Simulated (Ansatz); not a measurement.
# Li2NiCl4: screened interactions by constrained RPA, part 2 of 2

How strongly does the rest of the crystal screen the Ni shell of Li2NiCl4?

PBEsol, without spin polarisation; plane waves, no spin–orbit coupling.

So far. Step 3 (Target: d shell, bands v4 to c1 (loose bound)): On average 80 % of these bands' weight lies on the d shell and 19 % on ligand p.

## Step 4: Target: d shell, bands v4 to c1 (sum over bands, screening cutoff 68 eV, 60 empty bands)

The whole shell is the model, so no transition inside it screens. The screening is summed over a limited number of empty bands, which is cheaper and leaves a tail out.

The input, input.yaml:

```yaml
crystal:
  lattice:
    - [3.670988302, -5.157139256, 0.0]
    - [3.670988302, 5.157139256, 0.0]
    - [0.0, 0.0, 3.577793728]
  atoms:
    - { symbol: Li, position: [0.5, 0.0, 0.5] }
    - { symbol: Li, position: [0.0, 0.5, 0.5] }
    - { symbol: Ni, position: [0.0, 0.0, 0.0] }
    - { symbol: Cl, position: [0.773342472, 0.773342472, 0.5] }
    - { symbol: Cl, position: [0.226657528, 0.226657528, 0.5] }
    - { symbol: Cl, position: [0.764136586, 0.235863414, 0.0] }
    - { symbol: Cl, position: [0.235863414, 0.764136586, 0.0] }
kpoints:
  mp_grid: { grid: [4, 4, 6] }
hamiltonian:
  xc: pbesol
scf:
  occupations: { method: fermi_dirac, width: 0.1 }
  n_extra_bands: 16
output:
  eigenvalues: true
  crpa:
    kmesh: [4, 4, 6]
    target_bands: [v4, c1]
    projections: [{ species: Ni, l: d }]
    accuracy: sum_over_states
    n_empty_bands: 60
    ecut_chi: 68
magnetization:
  spin_polarized: false
```

Started as:

```bash
$ ansatz run input.yaml --threads 4 --pin off --max-ram 8192MiB --backend cpu --events-out ev --progress --plain --runs-dir out
```

Numbers of over 12 decimals in the logs are rounded to 6 here.

The program printed:

```text
[...]
Crystal: 7 atoms, lattice volume = 135.468 Å³
Basis set: ecut = 420 eV, 2631 PW (Γ)
Bands: 42, of which v1, the nominal top of the filled ones, is band 26 counted from 1 (25 counted from 0)
Symmetry: 8 space group operations
[...]
k-points: 28 of 96
[...]
χ-basis size per q: N_G = 160..181
[...]
U and J over all bands: no bound (output.crpa.accuracy: sum_over_states); those below are of the sums over the bands read on the sphere of ecut_chi, with what the atoms add
[...]
screened: U = 5.0175 eV, U' = 3.8803 eV, J = 0.5553 eV
      screened d-shell averages: U_bar = F0 = 4.1077 eV, J_bar = 0.7827 eV
      bare: V = 19.8430 eV, V' = 18.4086 eV, J = 0.6631 eV
      bare d-shell averages: V_bar = F0 = 18.6955 eV, J_bar = 0.9500 eV
[...]
[key lines of the parts left out:]
SCF converged after 12 iterations
Free energy (F): -10462.651223 eV
Fermi energy:    4.070438 eV
```

It took 68 s on 4 threads of Arm Neoverse V1, shared host; peak memory 0.87 GiB.

On average 80 % of these bands' weight lies on the d shell and 19 % on ligand p.

crpa.toml:

```text
format = "ansatz-crpa/5"
scheme = "band"
gauge = "projected_orbitals"
pair_densities = "all_electron"
channels = "unpolarised"
target_bands = [23, 27] # 1-based inclusive; [v4, c1]
n_wann = 5
kmesh = [4, 4, 6]
coulomb_singularity = "probe_charge" # how the value at q + G = 0 is made
n_bands = 86 # of the sum over states
n_bands_solved = 91 # n_bands and the guard bands above it
multiplets_cut = [] # where n_bands ends inside a multiplet, whose members the sum reads at an even weight
ecut_chi_ev = 68.0 # of the sum over states
n_g_chi_min = 160 # of the sum over states
n_g_chi_max = 181 # of the sum over states
occupation_method = "tetrahedron_uncorrected" # the fill of the pass's bands
window_electrons = 8.000000000000005
eps_inv_head = 0.30600441950709606 # over all bands where the run has bounds, under no bound itself
head_ev = 0.5282530212124239 # what the value at q + G = 0 adds to the screened u_ev, u_prime_ev and u_bar_ev
gauge_min_gram_eig = 0.5915305017446202
accuracy = "sum_over_states" # no bound

[[shells]]
site = 2 # counted from 0, as a deck's `site` is
l = "d"
label = "3D" # of the pseudo-atomic shell
wannier_functions = [1, 2, 3, 4, 5] # counted from 1, as the tensor files' indices are
mr = [1, 2, 3, 4, 5] # each function's real harmonic by wannier90's number, 1 to 2l+1, in the order of wannier_functions

[shells.screened]
u_ev = 5.017496582237824
u_prime_ev = 3.8802538148886008
j_ev = 0.5552702955587857
u_bar_ev = 4.107702368358446
j_bar_ev = 0.7827188490286303

[shells.bare]
v_ev = 19.843041789226163
v_prime_ev = 18.408565651620755
j_ev = 0.6630994036289175
v_bar_ev = 18.695460879141837
j_bar_ev = 0.9499946311499992
```

| shell | U (eV) | U′ (eV) | J (eV) | bare U (eV) | bare J (eV) |
| --- | --- | --- | --- | --- | --- |
| Ni3 d | 5.02 | 3.88 | 0.56 | 19.84 | 0.66 |

## Step 5: Target: tried as d shell, bands v4 to c1 (tighter bound)

This window is tried by its count of bands; whether the orbitals span it shows in the run. The bound on the screening is tightened.

Edit input.yaml of step 4 so:

```diff
@@ -26,5 +26,3 @@
     projections: [{ species: Ni, l: d }]
-    accuracy: sum_over_states
-    n_empty_bands: 60
-    ecut_chi: 68
+    accuracy: medium
 magnetization:
```

The program printed:

```text
scf.n_extra_bands = 16 over 26 filled bands (N_el = 52.0): the run solves 42 bands
Engine: ansatz 0.2.0, aarch64-unknown-linux-gnu
Pseudopotentials: kind: paw
Pseudopotential: Li, paw, valence charge 3, recommended cutoff 420 eV (normal), Li.paw.azcp
Pseudopotential: Ni, paw, valence charge 18, recommended cutoff 420 eV (normal), Ni.paw.azcp
Pseudopotential: Cl, paw, valence charge 7, recommended cutoff 420 eV (normal), Cl.paw.azcp
Functional definition: PBEsol
  exchange = pbesol_x
  correlation = pbesol_c
Crystal: 7 atoms, lattice volume = 135.468 Å³
[...]
SCF 1 converged in 12 iterations: F = -10462.651223 eV  dr2 = 3.45e-8
[...]
NSCF: frozen V_eff on 28 k-points
NSCF: frozen V_eff on 96 k-points
cRPA screening: q 1/96
cRPA screening: q 2/96
cRPA screening: q 4/96 (q-point 3)
cRPA screening: q 6/96 (q-point 4)
cRPA screening: q 7/96
cRPA screening: q 11/96 (q-point 8)
cRPA screening: q 19/96 (q-point 9)
cRPA screening: q 27/96 (q-point 10)
cRPA screening: q 31/96 (q-point 13)
cRPA screening: q 33/96 (q-point 14)
cRPA screening: q 37/96 (q-point 15)
[...]
cRPA screening: q 91/96 (q-point 61)
cRPA screening: q 92/96 (q-point 62)
cRPA screening: q 94/96 (q-point 63)
cRPA screening: q 96/96 (q-point 64)
```

Wall time 27 min (4 threads); peak memory 0.97 GiB.

The run was stopped unfinished when the time set aside for it ran out, so what it printed is not taken as a result.

## Step 6: Target: tried as d shell with ligand p, bands v16 to c1 (loose bound)

This window is tried by its count of bands; whether the orbitals span it shows in the run. The screening is solved for all empty bands at once, to a loose bound.

Edit input.yaml of step 5 so:

```diff
@@ -24,5 +24,5 @@
     kmesh: [4, 4, 6]
-    target_bands: [v4, c1]
-    projections: [{ species: Ni, l: d }]
-    accuracy: medium
+    target_bands: [v16, c1]
+    projections: [{ species: Ni, l: d }, { species: Cl, l: p }]
+    accuracy: low
 magnetization:
```

The program printed:

```text
scf.n_extra_bands = 16 over 26 filled bands (N_el = 52.0): the run solves 42 bands
Engine: ansatz 0.2.0, aarch64-unknown-linux-gnu
Pseudopotentials: kind: paw
Pseudopotential: Li, paw, valence charge 3, recommended cutoff 420 eV (normal), Li.paw.azcp
Pseudopotential: Ni, paw, valence charge 18, recommended cutoff 420 eV (normal), Ni.paw.azcp
Pseudopotential: Cl, paw, valence charge 7, recommended cutoff 420 eV (normal), Cl.paw.azcp
Functional definition: PBEsol
  exchange = pbesol_x
  correlation = pbesol_c
Crystal: 7 atoms, lattice volume = 135.468 Å³
[...]
SCF iter  12: F=-10462.651223 eV  HF=-10462.651223 eV  |F-HF|=3.01e-8  |Δ(HF+E_count)|=   4.79e-8  Δρ=3.95e-6  dr2=3.45e-8  ethr=1.92e-10  ⟨swp⟩=8.4  Hψ=4750  notcnv=0
SCF 1 converged in 12 iterations: F = -10462.651223 eV  dr2 = 3.45e-8
[...]
NSCF: frozen V_eff on 28 k-points
NSCF: frozen V_eff on 96 k-points
cRPA screening: q 1/96
cRPA screening: q 2/96
cRPA screening: q 4/96 (q-point 3)
cRPA screening: q 6/96 (q-point 4)
cRPA screening: q 7/96
cRPA screening: q 11/96 (q-point 8)
cRPA screening: q 15/96 (q-point 9)
cRPA screening: q 19/96 (q-point 10)
```

It took 13 min on 4 threads; peak memory 1.2 GiB.

The run was stopped unfinished when the time set aside for it ran out, so what it printed is not taken as a result.

## Step 7: Side by side

| target | settings | U(Ni) (eV) | J (eV) | U over bare U | CPU time |
| --- | --- | --- | --- | --- | --- |
| d shell | loose bound | 4.65 | 0.52 | 0.23 | 63 min |
| d shell | sum over bands, screening cutoff 68 eV, 60 empty bands | 5.02 | 0.56 | 0.25 | 4.3 min |

## Step 8: Results

- U(Ni), d shell: 4.65 eV
- J(Ni), d shell: 0.519 eV

For Ni in Li2NiCl4 the d shell model has U = 4.65 eV and J = 0.52 eV. In the d shell model screening cuts U from 19.8 to 4.65 eV, while J keeps 78 % of its bare value, since exchange moves no net charge and is hard to screen. The plain sum over bands gives 5.02 eV, +8 % from the bounded value, at 0.069 times its CPU time. The open shell is treated without spin polarisation, as is usual for a model's starting point; a magnetic state would screen otherwise. The values are static and belong to projected orbitals on a coarse mesh, with which they are not converged; they are not the U of linear response.

[Logs and program files are shortened in this print: banners, set-up blocks, solver, clock and traceback lines can be left out without a mark of their own.]

[Logs are printed without paths, hosts, clocks, repeated set-up lines and the standing remarks that a program may print on its own settings, such as how far it seeks lower states.]

[Hosts, paths, dates, database ids (printed as entryN), source tags and the programs' standing remarks are cut or masked in the printed files.]

[Where a cell is said to come from a database of computed structures, the database is the Materials Project.]
